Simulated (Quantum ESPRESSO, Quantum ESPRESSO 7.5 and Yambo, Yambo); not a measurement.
# BaAlGeH (P3m1): G0W0 with Yambo, start to end

Aim: the G0W0 gap of BaAlGeH (P3m1) on PBEsol, step by step.

Program: Quantum ESPRESSO 7.5 and Yambo 5.3.0. Level of theory: PBEsol and many-body steps on it, plane waves. Results are calculated unless marked as measured.

## (1) The starting structure

The structure is trigonal, space group P3m1 (No. 156). The conventional cell has a = 4.345 Å, b = 4.345 Å, c = 5.216 Å, α = 90.00°, β = 90.00°, γ = 120.00°. Nearest to Ba lie 3 H at 2.60 Å. Nearest to Al lie 1 H at 1.73 Å and 3 Ge at 2.55 Å. Ge has 3 Al at 2.55 Å nearest. H has 1 Al at 1.73 Å and 3 Ba at 2.60 Å nearest. Farther neighbours are not listed.

The cell and positions come from the Crystallography Open Database and are kept as given unless a step says otherwise. Spin-orbit coupling is left out unless a step names it.

## (2) Ground state

This step: Quantum ESPRESSO 7.5; DFT, PBEsol, plane waves, norm-conserving pseudopotentials.

The ground-state density comes first.

Input file pw.in:

```
&control
  calculation = 'scf'
  prefix = 'x'
  outdir = 'o'
  pseudo_dir = 'pseudo'
/
&system
  ibrav = 0
  nat = 4
  ntyp = 4
  ecutwfc = 116.0
  nbnd = 24
  force_symmorphic = .true.
/
&electrons
  conv_thr = 1e-10
  electron_maxstep = 80
  mixing_beta = 0.5
/
ATOMIC_SPECIES
  Ba 137.33 Ba.upf
  Al 26.982 Al.upf
  Ge 72.63 Ge.upf
  H 1.008 H.upf
CELL_PARAMETERS angstrom
  4.3448400000 -0.0000000000 0.0000000000
  -2.1724200000 3.7627418154 0.0000000000
  0.0000000000 0.0000000000 5.2160600000
ATOMIC_POSITIONS crystal
  Ba 0.0000000000 0.0000000000 0.0000000000
  Al 0.6666666667 0.3333333333 0.5395000000
  Ge 0.3333333333 0.6666666667 0.4551000000
  H 0.6666666667 0.3333333333 0.8703000000
K_POINTS automatic
  6 6 4 0 0 0
```

Started as:

```bash
$ OMP_NUM_THREADS=1 mpirun -n 4 pw.x -nk 4 -in pw.in > pw.out
```

What it wrote:

```text
Program PWSCF v.7.5 starts

     This program is part of the open-source Quantum ESPRESSO suite
     for quantum simulation of materials; please cite
         "P. Giannozzi et al., J. Phys.:Condens. Matter 21 395502 (2009);
         "P. Giannozzi et al., J. Phys.:Condens. Matter 29 465901 (2017);
         "P. Giannozzi et al., J. Chem. Phys. 152 154105 (2020);
     in publications or presentations arising from this work. More details at
     Message from routine setup:
     using ibrav=0 with symmetry is DISCOURAGED, use correct ibrav instead

     G-vector sticks info

     bravais-lattice index     =            0
     lattice parameter (alat)  =       8.2106  a.u.
     unit-cell volume          =     575.4630 (a.u.)^3
     number of atoms/cell      =            4
     number of atomic types    =            4
     number of electrons       =        36.00
     number of Kohn-Sham states=           24
     kinetic-energy cutoff     =     116.0000  Ry
     charge density cutoff     =     464.0000  Ry
     scf convergence threshold =      1.0E-10
     mixing beta               =       0.5000
     number of iterations used =            8  plain     mixing
     Exchange-correlation= PBESOL
                           (   1   4  10   8   0   0   0)

     celldm(1)=   8.210558  celldm(2)=   0.000000  celldm(3)=   0.000000
     celldm(4)=   0.000000  celldm(5)=   0.000000  celldm(6)=   0.000000

     crystal axes: (cart. coord. in units of alat)
               a(1) = (   1.000000  -0.000000   0.000000 )
               a(2) = (  -0.500000   0.866025   0.000000 )
               a(3) = (   0.000000   0.000000   1.200518 )

     reciprocal axes: (cart. coord. in units 2 pi/alat)
               b(1) = (  1.000000  0.577350 -0.000000 )
               b(2) = (  0.000000  1.154701 -0.000000 )
               b(3) = ( -0.000000 -0.000000  0.832974 )
     Pseudo is Norm-conserving + core correction, Zval = 10.0
     Generated using ONCVPSP code by D. R. Hamann
     Using radial grid of 1936 points,  6 beta functions with:
     Pseudo is Norm-conserving + core correction, Zval =  3.0
     Generated using ONCVPSP code by D. R. Hamann
     Using radial grid of 1876 points,  6 beta functions with:
     Pseudo is Norm-conserving + core correction, Zval = 22.0
     Generated using ONCVPSP code by D. R. Hamann
     Using radial grid of 1560 points,  6 beta functions with:
     Pseudo is Norm-conserving, Zval =  1.0
     Generated using ONCVPSP code by D. R. Hamann
     Using radial grid of 1180 points,  3 beta functions with:
     Ba               10.00   137.33000     Ba( 1.00)
     Al                3.00    26.98200     Al( 1.00)
     Ge               22.00    72.63000     Ge( 1.00)
     H                 1.00     1.00800     H ( 1.00)

      6 Sym. Ops. (no inversion) found

   Cartesian axes

     site n.     atom                  positions (alat units)
         1        Ba     tau(   1) = (   0.0000000   0.0000000   0.0000000  )
         2        Al     tau(   2) = (   0.5000000   0.2886751   0.6476796  )
         3        Ge     tau(   3) = (  -0.0000000   0.5773503   0.5463559  )
         4        H      tau(   4) = (   0.5000000   0.2886751   1.0448111  )

     number of k points=    24
                       cart. coord. in units 2pi/alat
        k(    1) = (   0.0000000   0.0000000   0.0000000), wk =   0.0138889
        k(    2) = (   0.0000000   0.0000000   0.2082434), wk =   0.0277778
        k(    3) = (   0.0000000   0.0000000  -0.4164868), wk =   0.0138889
        k(    4) = (   0.0000000   0.1924501   0.0000000), wk =   0.0833333
        k(    5) = (   0.0000000   0.1924501   0.2082434), wk =   0.0833333
        k(    6) = (   0.0000000   0.1924501  -0.4164868), wk =   0.0833333
        k(    7) = (   0.0000000   0.3849002   0.0000000), wk =   0.0833333
        k(    8) = (   0.0000000   0.3849002   0.2082434), wk =   0.0833333
        k(    9) = (   0.0000000   0.3849002  -0.4164868), wk =   0.0833333
        k(   10) = (   0.0000000  -0.5773503   0.0000000), wk =   0.0416667
     [... 12 further rows ...]
        k(   23) = (   0.0000000  -0.3849002   0.2082434), wk =   0.0833333
        k(   24) = (  -0.1666667  -0.4811252   0.2082434), wk =   0.1666667

     Dense  grid:    97027 G-vectors     FFT dimensions: (  60,  60,  72)

     Initial potential from superposition of free atoms

     starting charge      35.9816, renormalised to      36.0000
     Starting wfcs are   23 randomized atomic wfcs +    1 random wfcs

     per-process dynamical memory:    90.6 Mb

     Self-consistent Calculation

     iteration #  1     ecut=   116.00 Ry     beta= 0.50

     Threshold (ethr) on eigenvalues was too large:
     Diagonalizing with lowered threshold

     total energy              =    -621.05319783 Ry
     estimated scf accuracy    <       0.11574989 Ry

     iteration #  2     ecut=   116.00 Ry     beta= 0.50

     total energy              =    -621.06203173 Ry
     estimated scf accuracy    <       0.00864625 Ry

     iteration #  3     ecut=   116.00 Ry     beta= 0.50

     total energy              =    -621.06298663 Ry
     estimated scf accuracy    <       0.00081249 Ry

     iteration #  4     ecut=   116.00 Ry     beta= 0.50

     total energy              =    -621.06305429 Ry
     estimated scf accuracy    <       0.00013713 Ry

     iteration #  5     ecut=   116.00 Ry     beta= 0.50

     total energy              =    -621.06306476 Ry
     estimated scf accuracy    <       0.00000304 Ry

     iteration #  6     ecut=   116.00 Ry     beta= 0.50

     total energy              =    -621.06306535 Ry
     estimated scf accuracy    <       0.00000030 Ry

     iteration #  7     ecut=   116.00 Ry     beta= 0.50

     total energy              =    -621.06306539 Ry
     estimated scf accuracy    <       0.00000002 Ry

     iteration #  8     ecut=   116.00 Ry     beta= 0.50

     total energy              =    -621.06306540 Ry
     estimated scf accuracy    <          2.5E-09 Ry

     iteration #  9     ecut=   116.00 Ry     beta= 0.50

     total energy              =    -621.06306540 Ry
     estimated scf accuracy    <          1.3E-10 Ry

     iteration # 10     ecut=   116.00 Ry     beta= 0.50

     End of self-consistent calculation

          k = 0.0000 0.0000 0.0000 ( 12099 PWs)   bands (ev):

  -153.9889-101.3027-101.3027-101.2795 -19.2183 -15.2368 -15.2368 -15.1929
   -15.1929 -15.1886  -4.5844  -4.2121  -4.2121  -1.1902   3.8128   7.2974
     7.6473   7.6473   9.2012  11.3722  11.3722  12.4264  12.4267  12.4745

          k = 0.0000 0.0000 0.2082 ( 12136 PWs)   bands (ev):

  -153.9889-101.3027-101.3027-101.2795 -19.2166 -15.2368 -15.2368 -15.1930
   -15.1930 -15.1885  -4.7348  -4.2079  -4.2079  -0.7954   3.3371   7.6350
     7.8136   7.8136   9.3694  10.4680  10.4680  11.3994  11.3994  11.5345

          k = 0.0000 0.0000-0.4165 ( 12142 PWs)   bands (ev):

  -153.9889-101.3027-101.3027-101.2795 -19.2150 -15.2368 -15.2368 -15.1931
   -15.1931 -15.1885  -4.8671  -4.2037  -4.2037  -0.3528   2.8237   8.0243
     8.0243   8.0698   9.4188  10.0033  10.0033  10.7336  10.7336  11.1332

          k = 0.0000 0.1925 0.0000 ( 12119 PWs)   bands (ev):

     [... further k-points ...]

     highest occupied, lowest unoccupied level (ev):     8.0698    8.8560

!    total energy              =    -621.06306540 Ry
     estimated scf accuracy    <          1.2E-11 Ry

     The total energy is the sum of the following terms:
     one-electron contribution =    -586.75355646 Ry
     hartree contribution      =     291.00328103 Ry
     xc contribution           =     -70.67749629 Ry
     ewald contribution        =    -254.63529368 Ry

     convergence has been achieved in  10 iterations

     XML data file, charge density, pseudopotentials, collected wavefunctions

=------------------------------------------------------------------------------=
   JOB DONE.
=------------------------------------------------------------------------------=
```

Run time: 32 s. Hardware: 4 MPI ranks of Arm Neoverse V1, shared host; peak memory 0.59 GiB; 2.1 min of CPU time.

Numbers from this step:

```yaml
total_energy: -8449.9935 eV
gap: 0.7862 eV
k_of_the_valence_top: 0, 0, -0.5
k_of_the_conduction_bottom: 0, -0.5, 0
least_direct_gap: 1.303 eV
```

The gap is indirect, with the least direct gap 0.52 eV higher.

## (3) Bands along the symmetry lines

The cheap functional maps the bands first; the places of the edges decide which points the dearer methods must see.

Input file pw.in:

```
&control
  calculation = 'bands'
  prefix = 'x'
  outdir = 'o'
  pseudo_dir = 'pseudo'
/
&system
  ibrav = 0
  nat = 4
  ntyp = 4
  ecutwfc = 116.0
  nbnd = 24
  force_symmorphic = .true.
/
&electrons
  conv_thr = 1e-9
  electron_maxstep = 80
  diago_full_acc = .true.
  diago_thr_init = 5e-6
/
ATOMIC_SPECIES
  Ba 137.33 Ba.upf
  Al 26.982 Al.upf
  Ge 72.63 Ge.upf
  H 1.008 H.upf
CELL_PARAMETERS angstrom
  4.3448400000 -0.0000000000 0.0000000000
  -2.1724200000 3.7627418154 0.0000000000
  0.0000000000 0.0000000000 5.2160600000
ATOMIC_POSITIONS crystal
  Ba 0.0000000000 0.0000000000 0.0000000000
  Al 0.6666666667 0.3333333333 0.5395000000
  Ge 0.3333333333 0.6666666667 0.4551000000
  H 0.6666666667 0.3333333333 0.8703000000
K_POINTS crystal
  75
  0.00000000 0.00000000 0.00000000 1
  0.06250000 0.00000000 0.00000000 1
  0.12500000 0.00000000 0.00000000 1
  0.18750000 0.00000000 0.00000000 1
  0.25000000 0.00000000 0.00000000 1
  0.31250000 0.00000000 0.00000000 1
  0.37500000 0.00000000 0.00000000 1
  0.43750000 0.00000000 0.00000000 1
  0.50000000 0.00000000 0.00000000 1
  0.47916667 0.04166667 0.00000000 1
  0.45833333 0.08333333 0.00000000 1
  0.43750000 0.12500000 0.00000000 1
  0.41666666 0.16666666 0.00000000 1
  0.39583333 0.20833333 0.00000000 1
  0.37500000 0.25000000 0.00000000 1
  0.35416666 0.29166666 0.00000000 1
  0.33333333 0.33333333 0.00000000 1
  0.29166666 0.29166666 0.00000000 1
  0.25000000 0.25000000 0.00000000 1
  0.20833333 0.20833333 0.00000000 1
  0.16666666 0.16666666 0.00000000 1
  0.12500000 0.12500000 0.00000000 1
  0.08333333 0.08333333 0.00000000 1
  0.04166667 0.04166667 0.00000000 1
  0.00000000 0.00000000 0.00000000 1
  0.00000000 0.00000000 0.06250000 1
  0.00000000 0.00000000 0.12500000 1
  0.00000000 0.00000000 0.18750000 1
  0.00000000 0.00000000 0.25000000 1
  0.00000000 0.00000000 0.31250000 1
  0.00000000 0.00000000 0.37500000 1
  0.00000000 0.00000000 0.43750000 1
  0.00000000 0.00000000 0.50000000 1
  0.06250000 0.00000000 0.50000000 1
  0.12500000 0.00000000 0.50000000 1
  0.18750000 0.00000000 0.50000000 1
  0.25000000 0.00000000 0.50000000 1
  0.31250000 0.00000000 0.50000000 1
  0.37500000 0.00000000 0.50000000 1
  0.43750000 0.00000000 0.50000000 1
  0.50000000 0.00000000 0.50000000 1
  0.47916667 0.04166667 0.50000000 1
  0.45833333 0.08333333 0.50000000 1
  0.43750000 0.12500000 0.50000000 1
  0.41666666 0.16666666 0.50000000 1
  0.39583333 0.20833333 0.50000000 1
  0.37500000 0.25000000 0.50000000 1
  0.35416666 0.29166666 0.50000000 1
  0.33333333 0.33333333 0.50000000 1
  0.29166666 0.29166666 0.50000000 1
  0.25000000 0.25000000 0.50000000 1
  0.20833333 0.20833333 0.50000000 1
  0.16666666 0.16666666 0.50000000 1
  0.12500000 0.12500000 0.50000000 1
  0.08333333 0.08333333 0.50000000 1
  0.04166667 0.04166667 0.50000000 1
  0.00000000 0.00000000 0.50000000 1
  0.50000000 0.00000000 0.50000000 1
  0.50000000 0.00000000 0.43750000 1
  0.50000000 0.00000000 0.37500000 1
  0.50000000 0.00000000 0.31250000 1
  0.50000000 0.00000000 0.25000000 1
  0.50000000 0.00000000 0.18750000 1
  0.50000000 0.00000000 0.12500000 1
  0.50000000 0.00000000 0.06250000 1
  0.50000000 0.00000000 0.00000000 1
  0.33333333 0.33333333 0.50000000 1
  0.33333333 0.33333333 0.43750000 1
  0.33333333 0.33333333 0.37500000 1
  0.33333333 0.33333333 0.31250000 1
  0.33333333 0.33333333 0.25000000 1
  0.33333333 0.33333333 0.18750000 1
  0.33333333 0.33333333 0.12500000 1
  0.33333333 0.33333333 0.06250000 1
  0.33333333 0.33333333 0.00000000 1
```

What it wrote:

```text
[banner, memory and clock lines left out]
Program PWSCF v.7.5 starts

     Atomic positions and unit cell read from directory:
     o/x.save/

     Message from routine setup:
     using ibrav=0 with symmetry is DISCOURAGED, use correct ibrav instead

     G-vector sticks info

     bravais-lattice index     =            0
     lattice parameter (alat)  =       8.2106  a.u.
     unit-cell volume          =     575.4630 (a.u.)^3
     number of atoms/cell      =            4
     number of atomic types    =            4
     number of electrons       =        36.00
     number of Kohn-Sham states=           24
     kinetic-energy cutoff     =     116.0000  Ry
     charge density cutoff     =     464.0000  Ry
     Exchange-correlation= PBESOL
                           (   1   4  10   8   0   0   0)

     celldm(1)=   8.210558  celldm(2)=   0.000000  celldm(3)=   0.000000
     celldm(4)=   0.000000  celldm(5)=   0.000000  celldm(6)=   0.000000

     crystal axes: (cart. coord. in units of alat)
               a(1) = (   1.000000  -0.000000   0.000000 )
               a(2) = (  -0.500000   0.866025   0.000000 )
               a(3) = (   0.000000   0.000000   1.200518 )

     reciprocal axes: (cart. coord. in units 2 pi/alat)
               b(1) = (  1.000000  0.577350 -0.000000 )
               b(2) = (  0.000000  1.154701 -0.000000 )
               b(3) = ( -0.000000 -0.000000  0.832974 )
     Pseudo is Norm-conserving + core correction, Zval = 10.0
     Generated using ONCVPSP code by D. R. Hamann
     Using radial grid of 1936 points,  6 beta functions with:
     Pseudo is Norm-conserving + core correction, Zval =  3.0
     Generated using ONCVPSP code by D. R. Hamann
     Using radial grid of 1876 points,  6 beta functions with:
     Pseudo is Norm-conserving + core correction, Zval = 22.0
     Generated using ONCVPSP code by D. R. Hamann
     Using radial grid of 1560 points,  6 beta functions with:
     Pseudo is Norm-conserving, Zval =  1.0
     Generated using ONCVPSP code by D. R. Hamann
     Using radial grid of 1180 points,  3 beta functions with:
     Ba               10.00   137.33000     Ba( 1.00)
     Al                3.00    26.98200     Al( 1.00)
     Ge               22.00    72.63000     Ge( 1.00)
     H                 1.00     1.00800     H ( 1.00)

      6 Sym. Ops. (no inversion) found

   Cartesian axes

     site n.     atom                  positions (alat units)
         1        Ba     tau(   1) = (   0.0000000   0.0000000   0.0000000  )
         2        Al     tau(   2) = (   0.5000000   0.2886751   0.6476796  )
         3        Ge     tau(   3) = (  -0.0000000   0.5773503   0.5463559  )
         4        H      tau(   4) = (   0.5000000   0.2886751   1.0448111  )

     number of k points=    75
                       cart. coord. in units 2pi/alat
        k(    1) = (   0.0000000   0.0000000   0.0000000), wk =   0.0266667
        k(    2) = (   0.0625000   0.0360844   0.0000000), wk =   0.0266667
        k(    3) = (   0.1250000   0.0721688   0.0000000), wk =   0.0266667
[...]
[... 63 further rows ...]
        k(   74) = (   0.3333333   0.5773503   0.0520608), wk =   0.0266667
        k(   75) = (   0.3333333   0.5773503   0.0000000), wk =   0.0266667

     Dense  grid:    97027 G-vectors     FFT dimensions: (  60,  60,  72)

     The potential is recalculated from file :
     o/x.save/charge-density

     Starting wfcs are   23 randomized atomic wfcs +    1 random wfcs

     Band Structure Calculation

     End of band structure calculation

          k = 0.0000 0.0000 0.0000 ( 12099 PWs)   bands (ev):

  -153.9889-101.3027-101.3027-101.2795 -19.2182 -15.2368 -15.2368 -15.1929
   -15.1929 -15.1886  -4.5844  -4.2121  -4.2121  -1.1902   3.8128   7.2974
     7.6472   7.6472   9.2012  11.3722  11.3722  12.4264  12.4265  12.4745

          k = 0.0625 0.0361 0.0000 ( 12093 PWs)   bands (ev):

  -153.9889-101.3027-101.3027-101.2795 -19.2164 -15.2368 -15.2367 -15.1930
   -15.1930 -15.1886  -4.5792  -4.2451  -4.2172  -1.1409   3.7894   7.2778
[...]
k = 0.1250 0.0722 0.0000 ( 12091 PWs)   bands (ev):

  -153.9889-101.3027-101.3027-101.2795 -19.2113 -15.2368 -15.2364 -15.1931
[...]
k = 0.3333 0.5774 0.0521 ( 12195 PWs)   bands (ev):

  -153.9889-101.3027-101.3027-101.2795 -19.1648 -15.2358 -15.2347 -15.1938
[...]
k = 0.3333 0.5774 0.0000 ( 12192 PWs)   bands (ev):

  -153.9889-101.3027-101.3027-101.2795 -19.1649 -15.2358 -15.2347 -15.1938
   -15.1938 -15.1866  -4.7561  -4.6429  -4.4199   0.7331   2.4839   4.9634
     5.4552   7.3444   9.3368  10.9461  12.0236  13.8189  13.9611  14.1387

     XML data file, pseudopotentials, collected wavefunctions
```

The job ended after 27 s (4 MPI ranks; peak memory 0.43 GiB).

Numbers from this step:

```yaml
gap: 0.7454 eV
k_of_the_valence_top: 0.0625, 0, 0.5
k_of_the_conduction_bottom: 0.5, 0, 0.125
least_direct_gap: 1.298 eV
```

The gap is 0.745 eV, −0.041 eV from the run before at this level.

The electronic bands at the labelled points (eV, zero at the top of the highest filled band):

```tsv
point	band 15	band 16	band 17	band 18	band 19	band 20	band 21	band 22
Γ	-4.27	-0.79	-0.44	-0.44	1.12	3.29	3.29	4.34
halfway	-4.77	-2.21	-0.79	-0.63	1.50	2.63	3.32	3.36
M	-5.83	-3.06	-1.11	-0.53	0.77	2.36	3.05	3.51
halfway	-5.70	-3.02	-2.11	-0.57	1.11	2.74	3.39	4.41
K	-5.60	-3.12	-2.63	-0.74	1.25	2.86	3.94	5.74
halfway	-4.90	-2.29	-1.46	-0.57	2.10	2.27	2.81	3.99
Γ	-4.27	-0.79	-0.44	-0.44	1.12	3.29	3.29	4.34
halfway	-4.75	-0.45	-0.27	-0.27	1.29	2.39	2.39	3.32
A	-5.26	-0.06	-0.06	-0.01	1.34	1.92	1.92	2.65
halfway	-4.85	-2.68	-1.06	-0.72	1.65	2.92	3.32	4.18
L	-5.35	-3.26	-1.61	-0.81	1.66	3.49	4.13	5.35
halfway	-5.56	-3.13	-1.98	-0.65	2.60	3.44	4.34	4.77
H	-5.83	-2.99	-2.24	-0.46	3.13	3.66	4.58	4.97
halfway	-4.87	-2.89	-1.48	-0.69	2.22	3.02	3.49	3.81
A	-5.26	-0.06	-0.06	-0.01	1.34	1.92	1.92	2.65
jump to L	-5.35	-3.26	-1.61	-0.81	1.66	3.49	4.13	5.35
halfway	-5.63	-3.07	-1.38	-0.70	0.91	2.99	3.89	4.32
M	-5.83	-3.06	-1.11	-0.53	0.77	2.36	3.05	3.51
jump to H	-5.83	-2.99	-2.24	-0.46	3.13	3.66	4.58	4.97
halfway	-5.72	-2.84	-2.72	-0.60	2.38	3.43	4.07	4.48
K	-5.60	-3.12	-2.63	-0.74	1.25	2.86	3.94	5.74
```

The electronic bands as a text plot (rows in eV, shown from -8.0 to 2.7 only):

```
    2.4 |   ++++++    + +++    +  +++      +     ++ +++   ++  +
    2.0 | +            ++ +     ++++      +        + ++
    1.5 |+ ++         ++   ++   ++++++++++          ++++       ++
    1.1 |    ++  +++++       +++                        +
    0.7 |      ++                                        +++
    0.2 |                          *                 *
   -0.2 |                    ********               ***
   -0.7 |**********************    ******************* **********
   -1.1 | *  ****        *            *            *     ***
   -1.6 |  *     *      * *         *  ****      ** *  **
   -2.0 |   *     *    * *           *     ******
   -2.5 |    *     ******                          *        **  *
   -2.9 |     ****** **               *     *******      ********
   -3.3 |           *                  *****           **
   -3.8 |
   -4.2 |**               *****
   -4.7 |  **            *     *                  **
   -5.1 |    *         **       *********        *  ***
   -5.6 |     **  *****                  **** ***      ****  ****
   -6.0 |       **                           *             **
   -6.4 |
   -6.9 |
   -7.3 |         ****                                       ****
   -7.8 |     ****    *                 *********      ******
         Γ      M   K        Γ    A      L   H       A|L  M|H   K
```

(Continued in part 2 of 3.)

[Paths, hosts, dates, memory and timing lines, banners, echoed tables and standing remarks are left out of the program output.]

[Logs are printed without paths, hosts, clocks, repeated set-up lines and the standing remarks that a program may print on its own settings, such as how far it seeks lower states.]

[Runs of the session that timed out or met a known fault of the program may be left out.]

[Hosts, paths, dates, database ids (printed as entryN), source tags and the programs' standing remarks are cut or masked in the printed files.]
